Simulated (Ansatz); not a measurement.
# How Nb3Sn absorbs and reflects light, part 2 of 2

Aim: the dielectric function of Nb3Sn, and the optical constants that follow from it.

Ansatz 0.2.0; DFT, r2SCAN, plane-wave PAW, default files, scalar-relativistic, independent-particle optical response without local fields.

So far. Step 2 (Ground state and bands): There are states at the Fermi level within the smearing, so the occupations stay smeared and the carriers get a Drude term. The cell is left with a pressure of 2.2 GPa, as it stands unrelaxed at this level.

### 3. Spectrum

With the density converged, the vertical transitions are summed over the zone.

This step: DFT, r2SCAN, plane-wave PAW, default files, scalar-relativistic, independent-particle optical response without local fields (Ansatz 0.2.0).

Input file input.yaml:

```yaml
crystal:
  lattice:
    - [5.2821, 0.0, 0.0]
    - [0.0, 5.2821, 0.0]
    - [0.0, 0.0, 5.2821]
  atoms:
    - { symbol: Sn, position: [0.5, 0.5, 0.5] }
    - { symbol: Sn, position: [0.0, 0.0, 0.0] }
    - { symbol: Nb, position: [0.0, 0.5, 0.25] }
    - { symbol: Nb, position: [0.0, 0.5, 0.75] }
    - { symbol: Nb, position: [0.5, 0.25, 0.0] }
    - { symbol: Nb, position: [0.75, 0.0, 0.5] }
    - { symbol: Nb, position: [0.5, 0.75, 0.0] }
    - { symbol: Nb, position: [0.25, 0.0, 0.5] }
kpoints:
  mp_grid: { grid: [5, 5, 5] }
scf:
  occupations: { method: fermi_dirac, width: 0.05 }
hamiltonian:
  xc: r2scan
  pseudopotentials: { kind: paw }
output:
  optics:
    e_range: [0, 14]
    de: 0.05
    sigma: 0.1
    drude_damping: 0.05
    nscf_kmesh: { grid: [6, 6, 6] }
    bands: { spectra_wanted_up_to: 14 }
```

Launch:

```sh
$ ansatz run input.yaml --threads 4 --pin off --max-ram 8192MiB --backend cpu --events-out ev --progress --plain --runs-dir out
```

Numbers of over 12 decimals in the logs are rounded to 6 here.

Log:

```text
[...]
Crystal: 8 atoms, lattice volume = 147.374 Å³
Basis set: ecut = 500 eV, 3743 PW (Γ), exchange–correlation on 160×160×160 points (64 copies of the dense FFT grid, shifted against one another)
Bands: 64, of which v1, the nominal top of the filled ones, is band 53 counted from 1 (52 counted from 0)
Symmetry: 48 space group operations
[...]
k-points: 10 of 125
[...]
SCF iter   1: F=—  HF=-39460.880616 eV  |F-HF|=—  |Δ(HF+E_count)|=         —  Δρ=9.46e-3  dr2=1.22e-1  dr2_τ=9.00e-2  ethr=1.77e-3  ⟨swp⟩=6.0  Hψ=2210  notcnv=0  defer=2
[...]
SCF iter  10: F=-39460.890721 eV  HF=-39460.890721 eV  |F-HF|=2.18e-11  |Δ(HF+E_count)|=  2.18e-11  Δρ=1.65e-8  dr2=4.34e-13  dr2_τ=5.43e-14  ethr=1.00e-12  ⟨swp⟩=8.8  Hψ=1729  notcnv=0
SCF 1 converged in 10 iterations: F = -39460.890721 eV  dr2 = 4.34e-13
[...]
NSCF: frozen V_eff on 20 k-points
output.optics: what the bands over the 111 summed would add to eps1, eps2 and the energy-loss function is held between a lower and an upper bound (8 Lanczos steps). eps1, eps2 and their loss function (loss_summed_bands) are given on every row as the summed bands alone make them. Along an axis, on a row where the two bounds hold the loss function to about 1 % of the greater of itself and 0.5 % of |1/eps|, its cell (loss_completed) is given, with the completed eps1 and eps2 that it is formed of (a cell that is left empty reads nan in the table and null in the record). The two bounds hold it so along every axis on all 280 rows up to 14.000 eV. [rest of the remark cut]
SCF converged after 10 iterations
Free energy (F): -39460.890721 eV
[...]
Internal energy: -39460.783425 eV  (E = F + TS)
E sigma→0 (E₀):  -39460.837073 eV
Entropy (-TS):   -0.107295 eV (-13.412 meV/atom)
Fermi energy:    17.232531 eV
[...]
--- Band table (eV; the first three rows and the last of 10) ---
  k-point 0: bands = [... 49 lower, 16.6155, 16.6155, 16.6155, 17.2137, 17.2137, 19.8894, 19.8894, 19.8894, ... 7 higher]
  k-point 1: bands = [... 49 lower, 16.5853, 16.6703, 16.6703, 17.2812, 17.2882, 19.4321, 19.7363, 19.7363, ... 7 higher]
  k-point 2: bands = [... 49 lower, 16.3813, 16.3813, 16.4422, 16.8412, 17.1571, 18.5917, 19.6316, 19.6316, ... 7 higher]
  k-point 9: bands = [... 49 lower, 16.8393, 17.1492, 17.2236, 17.2388, 17.2388, 17.5385, 17.5385, 18.0745, ... 7 higher]
```

Wall time 3.5 min (4 threads of Intel Xeon at 2.50GHz (Skylake/Cascade Lake), shared host); peak memory 2 GiB.

Read-outs, printed or worked out from the files:

| Quantity | Value |
| --- | --- |
| main peak of the optical conductivity above 1 eV, first axis | 3.110 eV |
| Drude plasma energy, first axis | 3.647 eV |
| bands summed | 111 |
| spectra valid up to | 20.76 eV |
| program's estimate of the k-sum error in Im epsilon | 0.4 % |
| electrons in the f-sum | 76.97 |

The Im ε, any direction has structure finer than the step of the table below, so its rows give means over 0.25 eV, whole bins alone (the curve runs from 0.3 to 14 eV). Peaks (eV: height): 1.350: 39.1.

Table of Im ε, any direction by photon energy; means over each step:

```
photon energy (eV)  Im ε, any direction
              0.50                 85.7
              0.75                 48.8
              1.00                 33.8
              1.25                 37.2
              1.50                 36.0
              1.75                 28.7
              2.00                 26.0
              2.25                 22.0
              2.50                 21.8
              2.75                 21.3
              3.00                 21.6
              3.25                 20.1
              3.50                 17.0
              3.75                 15.6
              4.00                 15.3
              4.25                 13.2
              4.50                 11.4
              4.75                 9.70
              5.00                 9.04
              5.25                 8.39
              5.50                 8.74
              5.75                 9.06
              6.00                 8.24
              6.25                 8.94
              6.50                 8.84
              6.75                 7.70
              7.00                 7.37
              7.25                 6.93
              7.50                 6.06
              7.75                 6.35
              8.00                 6.03
              8.25                 6.95
              8.50                 5.22
              8.75                 4.21
              9.00                 3.34
              9.25                 3.30
              9.50                 3.35
              9.75                 3.40
             10.00                 3.57
             10.25                 3.38
             10.50                 3.10
             10.75                 2.96
             11.00                 2.89
             11.25                 2.87
             11.50                 2.83
             11.75                 2.61
             12.00                 2.21
             12.25                 2.18
             12.50                 2.06
             12.75                 1.78
             13.00                 1.68
             13.25                 1.75
             13.50                 1.62
             13.75                 1.43
```

Re ε, any direction against photon energy:

```
photon energy (eV)  Re ε, any direction
               0.5                -48.8
               1.0                 2.41
               1.5                0.779
               2.0                0.171
               2.5                 1.82
               3.0                0.292
               3.5                -3.62
               4.0                -3.56
               4.5                -4.63
               5.0                -2.87
               5.5               -0.954
               6.0                -1.41
               6.5                -2.63
               7.0                -2.28
               7.5                -2.44
               8.0                -2.11
               8.5                -4.26
               9.0                -3.14
               9.5                -2.14
              10.0                -1.86
              10.5                -2.10
              11.0                -1.87
              11.5                -1.85
              12.0                -1.96
              12.5                -1.79
              13.0                -1.44
              13.5                -1.51
              14.0                -1.27
```

The refractive index n and extinction k by photon energy:

```
photon energy (eV)      n     k
               0.5   4.85  8.50
               1.0   4.24  3.94
               1.5   4.31  4.22
               2.0   3.65  3.62
               2.5   3.45  3.17
               3.0   3.32  3.28
               3.5   2.61  3.23
               4.0   2.49  3.12
               4.5   1.97  2.91
               5.0   1.81  2.48
               5.5   1.97  2.20
               6.0   1.84  2.19
               6.5   1.83  2.44
               7.0   1.66  2.24
               7.5   1.40  2.10
               8.0   1.43  2.04
               8.5   1.10  2.34
               9.0  0.839  1.96
               9.5  0.951  1.75
              10.0   1.06  1.72
              10.5  0.911  1.71
              11.0  0.876  1.62
              11.5  0.887  1.62
              12.0  0.689  1.56
              12.5  0.689  1.50
              13.0  0.618  1.35
              13.5  0.591  1.36
              14.0  0.513  1.24
```

The reflectivity at normal incidence, any direction has structure finer than the step of the table below, so its rows give means over 0.5 eV, whole bins alone (the curve runs from 0.3 to 14 eV). Peaks (eV: height): 1.50: 62.5, 3.35: 56.6, 6.75: 48.5, 7.30: 48.8, 8.85: 55.9, 11.95: 48.4, 12.70: 47.8.

Table of reflectivity at normal incidence, any direction by photon energy; means over each step:

```
photon energy (eV)  reflectivity at normal incidence, any direction (%)
               1.0                                                 63.6
               1.5                                                 61.6
               2.0                                                 57.4
               2.5                                                 53.5
               3.0                                                 54.8
               3.5                                                 55.1
               4.0                                                 54.3
               4.5                                                 53.7
               5.0                                                 48.1
               5.5                                                 43.6
               6.0                                                 43.8
               6.5                                                 46.9
               7.0                                                 46.9
               7.5                                                 46.0
               8.0                                                 44.9
               8.5                                                 54.2
               9.0                                                 52.4
               9.5                                                 43.9
              10.0                                                 42.0
              10.5                                                 43.7
              11.0                                                 41.9
              11.5                                                 43.2
              12.0                                                 46.0
              12.5                                                 46.1
              13.0                                                 44.6
              13.5                                                 45.3
```

Values under 1 per cm are given as 1. The absorption coefficient, any direction by photon energy:

```
photon energy (eV)  absorption coefficient, any direction (1/cm)
             0.500                                         4.3e5
             1.000                                         4.0e5
             1.500                                         6.4e5
             2.000                                         7.3e5
             2.500                                         8.0e5
             3.000                                         1.0e6
             3.500                                         1.1e6
             4.000                                         1.3e6
             4.500                                         1.3e6
             5.000                                         1.3e6
             5.500                                         1.2e6
             6.000                                         1.3e6
             6.500                                         1.6e6
             7.000                                         1.6e6
             7.500                                         1.6e6
             8.000                                         1.7e6
             8.500                                         2.0e6
             9.000                                         1.8e6
             9.500                                         1.7e6
            10.000                                         1.7e6
            10.500                                         1.8e6
            11.000                                         1.8e6
            11.500                                         1.9e6
            12.000                                         1.9e6
            12.500                                         1.9e6
            13.000                                         1.8e6
            13.500                                         1.9e6
            14.000                                         1.8e6
```

At chosen wavelengths:

```
wavelength (nm)     n      k  R (%)     1/α
           1064  4.68  3.780   59.8   22 nm
            800  4.14  4.203   62.4   15 nm
            633  3.70  3.617   57.9   14 nm
            532  3.45  3.127   53.3   14 nm
            450  3.40  3.123   53.3   11 nm
            405  3.25  3.326   55.4  9.7 nm
            308  2.45  3.127   54.8  7.8 nm
```

In reflection the computed colour is light grey: x = 0.320, y = 0.331, luminous reflectivity 55 %.

### 4. Results

| Quantity | Value |
| --- | --- |
| gap on the path | 0 eV |
| main peak of the optical conductivity above 1 eV, first axis | 3.11 eV |
| Drude plasma energy, first axis | 3.65 eV |

In words: At this level (r2SCAN, independent particles) Nb3Sn is a metal with a Drude plasma energy of 3.6 eV; it reflects 54 % at 550 nm. Along x the bare Drude plasma energy is 3.6 eV; Re ε first rises through zero at 0.97 eV, far lower, because interband transitions screen the carriers. Im ε is 33 there, so the loss peak at that energy is weak. In reflection the computed colour is light grey: x = 0.320, y = 0.331, luminous reflectivity 55 %. In the base run ε includes the program's bounded estimate of what the bands above those summed add. The carriers' damping of 0.05 eV is typed, not computed; at 0.8 eV the carriers give 3 % of Im ε along the first axis; the rest comes from the sum over bands, which at low energy also holds close bands and the noise of the mesh. Spin-orbit coupling is left out although heavy atoms are present. The Fermi-Dirac width of 0.05 eV acts as an electron temperature of 580 K in the carriers' term.

[Logs are printed without paths, hosts, clocks, repeated set-up lines and the standing remarks that a program may print on its own settings, such as how far it seeks lower states.]

[Hosts, paths, dates, database ids (printed as entryN), source tags and the programs' standing remarks are cut or masked in the printed files.]
